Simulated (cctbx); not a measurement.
# Lattice, Laue class and space group of a new crystal

Cell: a = 6.0750 Å, b = 6.0750 Å, c = 12.2340 Å, α = 90.00°, β = 90.00°, γ = 90.00°. Expected content of the cell: Te8 Ge2 Zn2 Co4.

Simulated single-crystal data (cctbx): Ga Kα, λ = 1.3414 Å, to d = 0.8 Å, 80 % of the full sphere, strongest reflection 5000 counts, noise from counting, a 2 % proportional error and a noise floor of 2 counts (s.d.); no absorption.

Tests on the unmerged data give:

```text
2904 reflections to d = 0.801 A
centring   violations  <I/sigma> of those
    A        587 of  1448      5.0
    B        575 of  1425      5.0
    C        644 of  1457      3.7
    I          0 of  1460     -0.0
    R        794 of  1926      4.9
    F        903 of  2165      4.6
Laue class    unique    Rint  (classes that these axes allow; Friedel mates merged)
I 1 2/m 1         501   0.035
I 1 1 2/m         484   0.037
I 2/m 1 1         497   0.036
I m m m           289   0.039
I 4/m             247   0.039
I 4/m m m         165   0.040
space group    extra absences  I>4sigma  <I/sigma>
I 4 2 2                 0          0         -  acentric
I 4 m m                 0          0         -  acentric
I -4 m 2                0          0         -  acentric
I -4 2 m                0          0         -  acentric
I 4/m m m               0          0         -  centric
Wilson B = 1.91 A^2   <|E^2-1|> = 0.940 (0.968 centric, 0.736 acentric)   E^2>4: 2.4 %
shell (A)         n   <I/sigma>
 6.12 - 1.60     27     31.2
 1.60 - 1.27     21     29.1
 1.27 - 1.11     21     34.4
 1.11 - 1.01     21     26.5
 1.01 - 0.94     17     24.9
 0.94 - 0.88     17     19.1
 0.88 - 0.84     21     21.4
 0.84 - 0.80     20     19.6
```

**Question.** What are the lattice type, the Laue class and the likely space group?

The reflections that I centring forbids are absent (⟨I/σ⟩ near 0), so the lattice is I.

Rint stays low (0.035 to 0.040) up to I 4/m m m, the highest class in these axes.

5 settings pass the absence test. No glide or screw absences show, which leaves I 4 2 2, I 4 m m, I -4 m 2, I -4 2 m and I 4/m m m.

⟨|E²−1|⟩ = 0.940 leans to a centrosymmetric structure. Here that hint misleads: the statistic assumes many like atoms on general positions, and few, heavy or special-position atoms break it. The Wilson B of 1.91 Å² means U ≈ 0.0242 Å².

The true group is I-4 (no. 82), Laue class 4/m, non-centrosymmetric. It isn't in the list: the twinning raises the apparent Laue symmetry.

The crystal is twinned by the law (0 -1 0 -1 0 0 0 0 -1) with a minor fraction of 0.5; Rint in the higher class falls towards the noise as the fraction nears 1/2.

The model was made for the exercise: a known structure type with other elements put in, its volume estimated, not relaxed; displacement parameters are assumed.

[Logs are printed without paths, hosts, clocks, repeated set-up lines and the standing remarks that a program may print on its own settings, such as how far it seeks lower states.]
